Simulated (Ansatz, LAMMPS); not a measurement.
# Glassy 31SiO2-45B2O3-12K2O-12CaO (mol %) (193 atoms) under strain

Aim: relax glassy 31SiO2-45B2O3-12K2O-12CaO (mol %) (193 atoms), then change its volume and shape to read moduli from the stress.

Main program and level: Ansatz 0.2.0; Kohn-Sham DFT, PBE, PAW (set soft_2), plane waves.

### Step 1. The starting structure

The cell holds 193 atoms: 16 Si, 46 B, 12 K, 6 Ca and 113 O. Its edges and angles: a = 13.509 Å, b = 13.509 Å, c = 13.509 Å, α = 90.0°, β = 90.0°, γ = 90.0°. 193 atoms (16 Si, 46 B, 12 K, 6 Ca, 113 O) placed at random at 2.23 g/cm³, melted at 3000 K for 20 ps at fixed volume with the Buckingham and Coulomb pair potential of Guillot and Sator (Geochim. Cosmochim. Acta 71, 1249 (2007)) with the boron terms of Wang et al. (J. Non-Cryst. Solids 498, 294 (2018)). Quenched from 3000 K to 300 K at 500 K/ps and fixed volume, held 10 ps at zero pressure.

Limits known from the start: The quench rate of 500 K/ps far exceeds what a furnace or splat quench reaches, so expect more defects and frozen-in strain than in a real sample. The network of bonds at the start is that of the classical potential that made the cell, and needn't be the one that DFT or experiment would give. Only the Γ point is sampled.

### Step 2. Single point at the start

A single point comes first, to see the forces before anything moves.

input.yaml reads:

```yaml
crystal:
  lattice:
    - [13.50893, 0.0, 0.0]
    - [0.0, 13.50893, 0.0]
    - [0.0, 0.0, 13.50893]
  atoms:
    - { symbol: Si, position: [0.11962, 0.81431, 0.26678] }
    - { symbol: Si, position: [0.20656, 0.59542, 0.02517] }
    - { symbol: Si, position: [0.12263, 0.15743, 0.24445] }
    - { symbol: Si, position: [0.38662, 0.39662, 0.58026] }
    - { symbol: Si, position: [0.19873, 0.26279, 0.60295] }
    - { symbol: Si, position: [0.46148, 0.41147, 0.23054] }
    - { symbol: Si, position: [0.9377, 0.84396, 0.39178] }
    - { symbol: Si, position: [0.40426, 0.60662, 0.12876] }
    - { symbol: Si, position: [0.98767, 0.84269, 0.8862] }
    - { symbol: Si, position: [0.15742, 0.61671, 0.62956] }
    - { symbol: Si, position: [0.68721, 0.44115, 0.17205] }
    - { symbol: Si, position: [0.84273, 0.43027, 0.6221] }
    - { symbol: Si, position: [0.6786, 0.45259, 0.48065] }
    - { symbol: Si, position: [0.36888, 0.2892, 0.07987] }
    - { symbol: Si, position: [0.41365, 0.72122, 0.78391] }
    - { symbol: Si, position: [0.68087, 0.50549, 0.96847] }
    - { symbol: B, position: [0.72547, 0.00973, 0.91424] }
    - { symbol: B, position: [0.75061, 0.20104, 0.92991] }
    - { symbol: B, position: [0.55532, 0.50042, 0.66528] }
    - { symbol: B, position: [0.51012, 0.34776, 0.40597] }
    - { symbol: B, position: [0.36577, 0.50074, 0.81734] }
    - { symbol: B, position: [0.33255, 0.58887, 0.5208] }
    - { symbol: B, position: [0.82141, 0.9562, 0.24471] }
    - { symbol: B, position: [0.88626, 0.58286, 0.73587] }
    - { symbol: B, position: [0.38555, 0.88662, 0.90665] }
    - { symbol: B, position: [0.49137, 0.85606, 0.40598] }
    - { symbol: B, position: [0.98243, 0.03145, 0.12684] }
    - { symbol: B, position: [0.37625, 0.77454, 0.23904] }
    - { symbol: B, position: [0.7587, 0.77302, 0.16019] }
    - { symbol: B, position: [0.83987, 0.83412, 0.58532] }
    - { symbol: B, position: [0.26162, 0.16318, 0.40915] }
    - { symbol: B, position: [0.893, 0.63236, 0.31129] }
    [... 155 atom lines left out ...]
    - { symbol: O, position: [0.40589, 0.13241, 0.24055] }
    - { symbol: O, position: [0.3585, 0.6738, 0.2173] }
    - { symbol: O, position: [0.44182, 0.80039, 0.31202] }
    - { symbol: O, position: [0.61219, 0.37097, 0.42279] }
    - { symbol: O, position: [0.62275, 0.2887, 0.72561] }
    - { symbol: O, position: [0.0864, 0.44137, 0.80257] }
kpoints:
  mp_grid: { grid: [1, 1, 1] }
hamiltonian:
  xc: pbe
scf:
  occupations: { method: fixed }
output:
  forces: true
```

The run is started by

```
$ ansatz run input.yaml --threads 4 --pin off --max-ram 15872MiB --backend cpu --events-out ev --progress --plain --runs-dir out
```

The log of the run:

```text
Engine: ansatz 0.2.0, x86_64-unknown-linux-gnu
Pseudopotentials: kind: paw
Pseudopotential: Si, paw, valence charge 4, recommended cutoff 420 eV (normal), Si.paw.azcp
Pseudopotential: B, paw, valence charge 3, recommended cutoff 420 eV (normal), B.paw.azcp
Pseudopotential: K, paw, valence charge 9, recommended cutoff 420 eV (normal), K.paw.azcp
Pseudopotential: Ca, paw, valence charge 10, recommended cutoff 420 eV (normal), Ca.paw.azcp
Pseudopotential: O, paw, valence charge 6, recommended cutoff 420 eV (normal), O.paw.azcp
Functional definition: PBE
  parameter kappa = 0.804
  parameter beta = 0.066725
  exchange = pbe_x(kappa = kappa, mu = beta*pi^2/3)
  correlation = pbe_c(beta = beta)
Crystal: 193 atoms, lattice volume = 2465.261 Å³
Basis set: ecut = 420 eV, 48297 PW (Γ), exchange–correlation on 192×192×192 points (8 copies of the dense FFT grid, shifted against one another)
Bands: 717, of which v1, the nominal top of the filled ones, is band 524 counted from 1 (523 counted from 0)
Symmetry: 1 space group operations
Space group: P1 (ITA 1), of the structure as read, at distance tolerance 1.4e-4 Å
k-points: 1
Non-local potential: Si, projectors of the file, l = 0: 2, l = 1: 2, l = 2: 2
Non-local potential: B, projectors of the file, l = 0: 2, l = 1: 2, l = 2: 1
Non-local potential: K, projectors of the file, l = 0: 3, l = 1: 2, l = 2: 2
Non-local potential: Ca, projectors of the file, l = 0: 3, l = 1: 2, l = 2: 2
Non-local potential: O, projectors of the file, l = 0: 2, l = 1: 2, l = 2: 1
PAW form: soft (Blöchl's): semilocal exchange-correlation on the pseudo side does not see the compensation charge
PAW one-centre angular grid: Si, 110 points (default); XC on 64 Gauss nodes
PAW one-centre angular grid: B, 110 points (default); XC on 64 Gauss nodes
PAW one-centre angular grid: K, 110 points (default); XC on 64 Gauss nodes
PAW one-centre angular grid: Ca, 110 points (default); XC on 64 Gauss nodes
PAW one-centre angular grid: O, 110 points (default); XC on 64 Gauss nodes
Initial density: superposition of atomic densities (neutral atoms: chi_scale 0, normalization atom), corrected by the library's trained network
Initial wavefunctions: pseudopotential atomic-orbital guess
Functional: x = pbe(κ = 0.804, μ = 0.219515), c = pbe(β = 0.066725)
SCF iter   1: F=—  HF=-110989.903797 eV  |F-HF|=—  |Δ(HF+E_count)|=         —  Δρ=4.13e-3  dr2=8.05e-1  ethr=1.77e-3  ⟨swp⟩=6.0  Hψ=2273  notcnv=0  defer=191
preconditioner: auto → Resta (q_TF=auto, 2.366 Å⁻¹)  ε∞=3.0  [insulator: Δε(μ)=1.742 eV  Ē_g=16.617 eV  n_scr=514 (ndim 8)  ℏωp=23.8 eV  f_vac=0.153  ε∞_Penn≈3.0]
SCF iter   2: F=—  HF=-110989.774372 eV  |F-HF|=—  |Δ(HF+E_count)|=   1.29e-1  Δρ=2.31e-3  dr2=1.85e-1  ethr=7.68e-5  ⟨swp⟩=3.0  Hψ=1124  notcnv=0  defer=191
SCF iter   3: F=—  HF=-110989.743875 eV  |F-HF|=—  |Δ(HF+E_count)|=   3.05e-2  Δρ=1.08e-3  dr2=5.99e-2  ethr=1.76e-5  ⟨swp⟩=3.0  Hψ=918  notcnv=0  defer=165
automatic band count: iteration 3 solves 691 bands in place of 717: the levels show a gap, and the empty bands left out lie too high to hold charge; the band table lists the bands solved (type scf.n_extra_bands for more)
SCF iter   4: F=—  HF=-110989.730999 eV  |F-HF|=—  |Δ(HF+E_count)|=   1.29e-2  Δρ=5.00e-4  dr2=6.91e-3  ethr=5.71e-6  ⟨swp⟩=3.0  Hψ=924  notcnv=0  defer=165
SCF iter   5: F=—  HF=-110989.730409 eV  |F-HF|=—  |Δ(HF+E_count)|=   5.89e-4  Δρ=2.49e-4  dr2=1.60e-3  ethr=6.59e-7  ⟨swp⟩=3.0  Hψ=1086  notcnv=0  defer=165
SCF iter   6: F=—  HF=-110989.730453 eV  |F-HF|=—  |Δ(HF+E_count)|=   4.36e-5  Δρ=9.65e-5  dr2=2.40e-4  ethr=1.53e-7  ⟨swp⟩=3.0  Hψ=959  notcnv=0  defer=165
SCF iter   7: F=—  HF=-110989.730496 eV  |F-HF|=—  |Δ(HF+E_count)|=   4.34e-5  Δρ=4.02e-5  dr2=4.26e-5  ethr=2.29e-8  ⟨swp⟩=3.0  Hψ=955  notcnv=0  defer=165
SCF iter   8: F=—  HF=-110989.731416 eV  |F-HF|=—  |Δ(HF+E_count)|=   9.20e-4  Δρ=1.93e-5  dr2=1.01e-5  ethr=4.07e-9  ⟨swp⟩=3.0  Hψ=1061  notcnv=0  defer=165
SCF iter   9: F=—  HF=-110989.731420 eV  |F-HF|=—  |Δ(HF+E_count)|=   3.95e-6  Δρ=6.66e-6  dr2=1.21e-6  ethr=9.62e-10  ⟨swp⟩=3.0  Hψ=930  notcnv=0  defer=165
SCF iter  10: F=—  HF=-110989.731421 eV  |F-HF|=—  |Δ(HF+E_count)|=   5.30e-7  Δρ=3.53e-6  dr2=3.05e-7  ethr=1.15e-10  ⟨swp⟩=3.0  Hψ=1038  notcnv=0  defer=165
SCF iter  11: F=-110989.731421 eV  HF=-110989.731421 eV  |F-HF|=3.36e-9  |Δ(HF+E_count)|=   1.31e-7  Δρ=1.34e-6  dr2=4.52e-8  ethr=9.54e-12  ⟨swp⟩=5.0  Hψ=1973  notcnv=0
SCF 1 converged in 11 iterations: F = -110989.731421 eV  dr2 = 4.52e-8
  greatest PAW one-centre occupation: 0.995 electrons in one spin orbital (limit 2), on the Ca atom at site 79 (counted from 0), in its partial waves of l = 0
SCF converged after 11 iterations
Free energy (F): -110989.731421 eV
Harris-Foulkes:  -110989.731421 eV  (|F-HF|=3.36e-9)
Internal energy: -110989.731421 eV  (E = F + TS)
E sigma→0 (E₀):  -110989.731421 eV
Fermi energy:    5.109067 eV
--- Per-component energies (eV) ---
  E_band       = -6078.680355
  E_kinetic    = 27624.265343
  E_local      = -79874.362646  (includes V_loc(G=0)·N_el)
  E_nonlocal   = 6868.561245
  E_hartree    = 30226.298693
  E_xc         = -13118.651141
  E_vxc        = -16114.004480  (∫ρ·V_xc dr)
  E_paw        = -44303.644942  (= ΣΔE_a)
  E_vpaw       = -5036.023426  (= ΣTr[D̂ρ^β])
  E_aug_tail   = 0.287834  (compensation charges beyond the density's cutoff)
  E_ewald      = -38412.485807
  E_smearing   = -0.000000  (= −TS)
  E_closure    = -0.000000  (closes the sum)
  Σ components = -110989.731421   (vs F -110989.731421, Δ=0.00e0)
--- Forces (eV/Å), atoms counted from 1 ---
  atom   1  Si    -0.16544911     1.08153461    -3.53269040
  atom   2  Si    -0.00553903     0.62591048     0.40734738
  atom   3  Si    -0.85462837    -0.56774058    -0.22430064
  atom   4  Si     0.94228140     0.17031207    -0.90581674
  atom   5  Si     0.86896329    -0.82459172     1.08191369
  atom   6  Si     2.54493171     2.08322214     0.55499252
  atom   7  Si    -1.93322375    -2.90659420    -2.05413784
  atom   8  Si    -1.36104344     2.05369344     0.08961120
  atom   9  Si     0.69521951    -1.12378347    -1.54800545
  atom  10  Si     1.02100976     1.13460257    -2.31845247
  atom  11  Si     0.02573508     2.23908919     0.48383235
  atom  12  Si     0.56534313     0.95272240    -0.82273980
  atom  13  Si    -1.66235703     0.16499933     1.69407840
  atom  14  Si    -1.29677193     0.63450714    -0.24668633
[...]
atom 192  O      1.42360887     0.70584169     1.47512912
  atom 193  O      0.83133778    -0.55618109    -0.11905105
  max |Σ_I F_I| component: 9.70e-5 eV/Å
```

It took 22 s on 4 threads of Intel Xeon 6975P-C (Granite Rapids), shared host; peak memory 4 GiB.

The r.m.s. force at the start is 1.1 eV/Å.

(Part 1 of 5 ends here.)

[Long decimals in the printed logs are rounded to 6 places.]

[Logs are printed without paths, hosts, clocks, repeated set-up lines and the standing remarks that a program may print on its own settings, such as how far it seeks lower states.]

[Hosts, paths, dates, database ids (printed as entryN), source tags and the programs' standing remarks are cut or masked in the printed files.]
